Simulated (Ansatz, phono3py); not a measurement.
**LiH (Fm-3m): solver, mesh and scattering choices in phono3py**

Wanted: the sensitivity of κ of LiH to the choices of the transport step.

Experimental results on record:
- thermal conductivity 15 W/m/K near room temperature (given in “Combining the AFLOW GIBBS and Elastic Libraries to efficiently and robustly screen thermo-mechanical properties of solids”, 2017, arXiv:1611.05714)
- thermal conductivity 15 W/m/K near room temperature (given in “Predicting the lattice thermal conductivity of solids by solving the Boltzmann transport equation: AFLOW - AAPL an automated, accurate and efficient framework”, 2017, arXiv:1611.05481)

Main program and level: phono3py 4.10.0; DFT LDA, scalar-relativistic, plane waves, PAW; PAW set soft_1; phono3py on Ansatz's force constants.

Report form: the programs' logs are mostly left out.

The database entry behind the starting cell differs from later determinations by our own check (the deuteride, about 0.2 % short), so it need not match the best structure at ambient conditions.

## Step 1: The starting structure

The structure is cubic, space group Fm-3m (No. 225). The conventional cell has a = 3.908 Å, b = 3.908 Å, c = 3.908 Å, α = 90.00°, β = 90.00°, γ = 90.00°. Li has 6 H at 1.95 Å nearest. H has 6 Li at 1.95 Å nearest. Farther neighbours are not listed.

## Step 2: Relaxation-time solution

The base run: each mode relaxes on its own with natural isotopes, and rates are split into normal and umklapp parts.

phono3py.yaml reads:

```yaml
phono3py:
  version: "4.10.0"
  frequency_unit_conversion_factor: 15.633302
  symmetry_tolerance: 1.00000e-05

physical_unit:
  atomic_mass: "AMU"
  length: "angstrom"

space_group:
  type: "Fm-3m"
  number: 225
  Hall_symbol: "-F 4 2 3"

primitive_matrix:
- [  1.000000000000000,  0.000000000000000,  0.000000000000000 ]
- [  0.000000000000000,  1.000000000000000,  0.000000000000000 ]
- [  0.000000000000000,  0.000000000000000,  1.000000000000000 ]

supercell_matrix:
- [   4,   0,   0 ]
- [   0,   4,   0 ]
- [   0,   0,   4 ]

# [primitive_cell block left out]
unit_cell:
  lattice:
  - [     0.000000000000000,     1.954175606400000,     1.954175606400000 ] # a
  - [     1.954175606400000,     0.000000000000000,     1.954175606400000 ] # b
  - [     1.954175606400000,     1.954175606400000,     0.000000000000000 ] # c
  points:
  - symbol: Li # 1
    coordinates: [  0.000000000000000,  0.000000000000000,  0.000000000000000 ]
    mass: 6.940000
    reduced_to: 1
  - symbol: H # 2
    coordinates: [  0.500000000000000,  0.500000000000000,  0.500000000000000 ]
    mass: 1.008000
    reduced_to: 2

# [supercell block left out]
phonon_supercell_matrix:
- [   8,   0,   0 ]
- [   0,   8,   0 ]
- [   0,   0,   8 ]

# [phonon_primitive_cell block left out]
# [phonon_supercell block left out]
nac:
  born_effective_charge:
  - # 1 (Li)
    - [  1.024697945446324,  0.000000000000000,  0.000000000000000 ]
    - [  0.000000000000000,  1.024697945446325,  0.000000000000000 ]
    - [  0.000000000000000,  0.000000000000000,  1.024697945446324 ]
  - # 2 (H)
    - [ -1.024697945446324,  0.000000000000000,  0.000000000000000 ]
    - [  0.000000000000000, -1.024697945446325,  0.000000000000000 ]
    - [  0.000000000000000,  0.000000000000000, -1.024697945446324 ]
  dielectric_constant:
    - [  4.980948560506002,  0.000000000000000,  0.000000000000000 ]
    - [  0.000000000000000,  4.980948560506002,  0.000000000000000 ]
    - [  0.000000000000000,  0.000000000000000,  4.980948560506002 ]
  unit_conversion_factor: 14.399645
```

Started as:

```console
> phono3py phono3py.yaml --mesh 27 27 27 --br --isotope --nu --ts 100 150 200 300 400 500
```

Run time: 13 min. Hardware: 8 threads of Arm Neoverse V2, shared host; peak memory 0.59 GiB.

Numbers from this step:

- κ at 300 K: 29.02 W/m/K
- κ xx, yy, zz at 300 K: 29.02, 29.02, 29.02 W/m/K
- normal share of three-phonon scattering at 300 K: 0.63

W/m/K. Kappa, by row:

| T (K) | xx | yy | zz | yz | xz | xy |
| --- | --- | --- | --- | --- | --- | --- |
| 100 | 125.2 | 125.2 | 125.2 | 0 | 0 | 0 |
| 150 | 62.72 | 62.72 | 62.72 | 0 | 0 | 0 |
| 200 | 44.91 | 44.91 | 44.91 | 0 | 0 | 0 |
| 300 | 29.02 | 29.02 | 29.02 | 0 | 0 | 0 |
| 400 | 21.48 | 21.48 | 21.48 | 0 | 0 | 0 |
| 500 | 17.16 | 17.16 | 17.16 | 0 | 0 | 0 |

Table of lattice thermal conductivity, xx by temperature:

```
temperature (K)  lattice thermal conductivity, xx (W/m/K)
            100                                       125
            150                                      62.7
            200                                      44.9
            300                                      29.0
            400                                      21.5
            500                                      17.2
```

Table of mean scattering rate at 300 K by frequency:

```csv
frequency (THz),normal (1/ps),umklapp (1/ps)
0.7,0.0408,0.00231
2.1,0.0392,0.0082
3.5,0.189,0.0299
4.8,0.357,0.074
6.2,0.319,0.0839
7.6,0.245,0.0625
9.0,0.204,0.0742
10.4,0.149,0.117
11.8,0.271,0.322
13.2,0.593,0.445
14.5,1.1,0.948
15.9,1.02,1.24
17.3,-,-
18.7,1.77,0
20.1,2.49,0.547
21.4,3.98,1.43
22.8,6.18,2.92
24.2,3.92,2.62
25.6,1.69,1.86
27.0,0.686,1.15
28.4,0.307,0.465
29.8,2.5,0.889
31.1,7.84,3.25
32.5,15.9,4.61
```

The base value at 300 K is 29.0 W/(m K).

The lattice thermal conductivity, xx is 29.0 W/m/K at 300 K, going as T^-1.1 above 200 K.

## Step 3: Two programs, one set of constants

This step: DFT LDA, scalar-relativistic, plane waves, PAW; PAW set soft_1 (Ansatz 0.2.0).

Ansatz's figure includes its coherence part. Comparison, by row:

```csv
T (K),Ansatz RTA (W/m/K),phono3py RTA (W/m/K),difference (%)
100,125.3,125.2,-0.08
150,62.79,62.72,-0.11
200,44.99,44.91,-0.18
300,29.18,29.02,-0.55
400,21.73,21.48,-1.15
500,17.49,17.16,-1.89
```

## Step 4: Another q-mesh, third order supercell 4×4×4, supercell 8×8×8

The q-mesh of the transport sums changes, with the same scattering terms.

This step: DFT LDA, scalar-relativistic, plane waves, PAW; PAW set soft_1; phono3py on Ansatz's force constants (phono3py 4.10.0).

phono3py.yaml is that of step 2.

Started as:

```console
> phono3py phono3py.yaml --mesh 5 5 5 --br --isotope --ts 100 300
```

Run time: 12 s. Hardware: 8 threads; peak memory 0.59 GiB; 13 s of CPU time.

This step gave:

```yaml
kappa_at_300_k: 21.75 W/m/K
kappa_xx_yy_zz_at_300_k: 21.75, 21.75, 21.75 W/m/K
```

W/m/K. Kappa, by row:

```
T (K)     xx     yy     zz  yz  xz  xy
  100  33.45  33.45  33.45   0   0   0
  300  21.75  21.75  21.75   0   0   0
```

This mesh is too coarse for the transport sums: κ at 300 K comes out at 21.8 against 29.0 W/(m K) in the base run.

## Step 5: Another q-mesh, third order supercell 4×4×4, supercell 8×8×8 (run 2)

phono3py.yaml is that of step 4.

Started as:

```console
> phono3py phono3py.yaml --mesh 9 9 9 --br --isotope --ts 100 300
```

Run time: 14 s. Hardware: 8 threads; peak memory 0.59 GiB.

W/m/K. Kappa, by row:

| T (K) | xx | yy | zz | yz | xz | xy |
| --- | --- | --- | --- | --- | --- | --- |
| 100 | 73.44 | 73.44 | 73.44 | 0 | 0 | 0 |
| 300 | 25.13 | 25.13 | 25.13 | 0 | 0 | 0 |

κ at 300 K goes from 29.0 in the base run to 25.1 W/(m K).

## Step 6: Another q-mesh, third order supercell 4×4×4, supercell 8×8×8 (run 3)

phono3py.yaml is that of step 5.

Started as:

```console
> phono3py phono3py.yaml --mesh 13 13 13 --br --isotope --ts 100 300
```

Run time: 23 s. Hardware: 8 threads; peak memory 0.59 GiB.

W/m/K. Kappa, by row:

```csv
T (K),xx,yy,zz,yz,xz,xy
100,94.72,94.72,94.72,0,0,0
300,27.56,27.56,27.56,0,0,0
```

κ at 300 K goes from 29.0 in the base run to 27.6 W/(m K).

## Step 7: Another q-mesh, third order supercell 4×4×4, supercell 8×8×8 (run 4)

phono3py.yaml is that of step 6.

Started as:

```console
> phono3py phono3py.yaml --mesh 19 19 19 --br --isotope --ts 100 300
```

Run time: 1.9 min. Hardware: 8 threads; peak memory 0.59 GiB.

κ at 300 K goes from 29.0 in the base run to 28.8 W/(m K).

## Step 8: Mesh convergence

This step: DFT LDA, scalar-relativistic, plane waves, PAW; PAW set soft_1 (phono3py 4.10.0).

Series, by row:

```
mesh points along each axis  kappa at 100 K (W/m/K)  kappa at 300 K (W/m/K)  seconds
                          5                   33.45                   21.75     12.3
                          9                   73.44                   25.13    13.72
                         13                   94.72                   27.56    23.19
                         19                   117.7                   28.78    113.3
```

## Step 9: Two-phonon phase space, third order supercell 4×4×4, supercell 8×8×8

The two-phonon density of states counts the channels open to a mode, without matrix elements.

This step: DFT LDA, scalar-relativistic, plane waves, PAW; PAW set soft_1; phono3py on Ansatz's force constants (phono3py 4.10.0).

phono3py.yaml is that of step 7.

Started as:

```console
> phono3py phono3py.yaml --mesh 31 31 31 --jdos --gp 0 --num-freq-points 80
```

Run time: 13 s. Hardware: 8 threads; peak memory 0.59 GiB.

Table of joint density of states at Gamma by frequency; read off at these points:

```csv
frequency (THz),absorption class (1/THz),decay class (1/THz)
0.0,0,0
0.8,2.4,1.7e-4
1.7,1.39,6.7e-4
3.4,2.06,0.00419
5.1,1.42,0.0103
7.6,0.494,0.0271
9.3,0.379,0.0453
11.0,0.699,0.0722
11.8,1.67,0.0900
12.7,1.10,0.112
14.3,0.675,0.175
16.0,6.22,0.281
17.7,1.30,0.531
19.4,0.510,0.776
21.9,0.715,0.727
23.6,0.489,1.34
25.3,0.249,0.165
27.0,0.124,0.307
28.7,0.0564,0.278
30.4,0.0184,0.347
32.1,0,0.517
34.6,0,1.36
36.3,0,1.35
38.0,0,1.12
39.7,0,1.8
41.4,0,2.56
43.0,0,0.285
44.7,0,0.886
47.3,0,0.299
49.0,0,0.309
50.6,0,0.654
52.3,0,0.508
54.0,0,0.434
55.7,0,0.529
57.4,0,1.18
59.1,0,0.0365
61.6,0,0.139
63.3,0,0.180
65.0,0,0.163
66.7,0,0
```

Distinct peaks of the joint density of states at Gamma (absorption class) stand at 0.8, 3.4, 11.8 and 16.0 THz; the one at 16.0 THz is strongest.

## Step 10: A faulty attempt, third order supercell 4×4×4, supercell 8×8×8

This input was changed on purpose, to see how the program answers.

phono3py.yaml is that of step 9.

Started as:

```console
> phono3py phono3py.yaml --mesh 11 11 11 --br --sigma 0.001 --ts 300
```

It took 16 s on 8 threads; peak memory 0.59 GiB.

The run finished. A setting was moved off its sound value on purpose, so it serves as a test and not as the result.

The fault put into the input: a Gaussian far narrower than the mesh, no isotopes, with which κ at 300 K comes out at 2.3e8 W/(m K).

## Step 11: Outcome

```json
{"κ at 300 K, RTA, natural isotopes, mesh 27×27×27": "29.0 W/m/K"}
```

**Reading.** On these constants κ of LiH at 300 K is 29.0 W/(m K) in the base run, by relaxation time. On the same constants and mesh Ansatz's figure, which includes its coherence part, and phono3py's, which doesn't, differ by up to 1.9 %; no usable coherence part from phono3py is at hand on this mesh. The last step of the mesh series (13 to 19) moves κ at 300 K by +4.4 %, while the coarsest mesh gives 76 % of the densest value. Normal processes make 63 % of the three-phonon scattering at 300 K, weighting modes by their heat capacity. A measured thermal conductivity near room temperature is 15 W/m/K (arXiv:1611.05714); the calculated 29.0 W/m/K differs by +93 %. The relaxed cell is 12 % smaller in volume than the database cell, which stiffens most phonons and usually raises κ; no run here tested that. Four-phonon, defect and boundary scattering, which are left out, would lower the calculated value; thermal expansion is left out too. The PAW files were made for PBE and are used here under another functional, for which the program regenerates the frozen cores. The cell of these runs is 12 % smaller in volume than the database cell; frequencies and all that rests on them shift with it.

[Logs are printed without paths, hosts, clocks, repeated set-up lines and the standing remarks that a program may print on its own settings, such as how far it seeks lower states.]

[Hosts, paths, dates, database ids (printed as entryN), source tags and the programs' standing remarks are cut or masked in the printed files.]

[A step with changed settings may run another functional than the one named; its input shows which.]
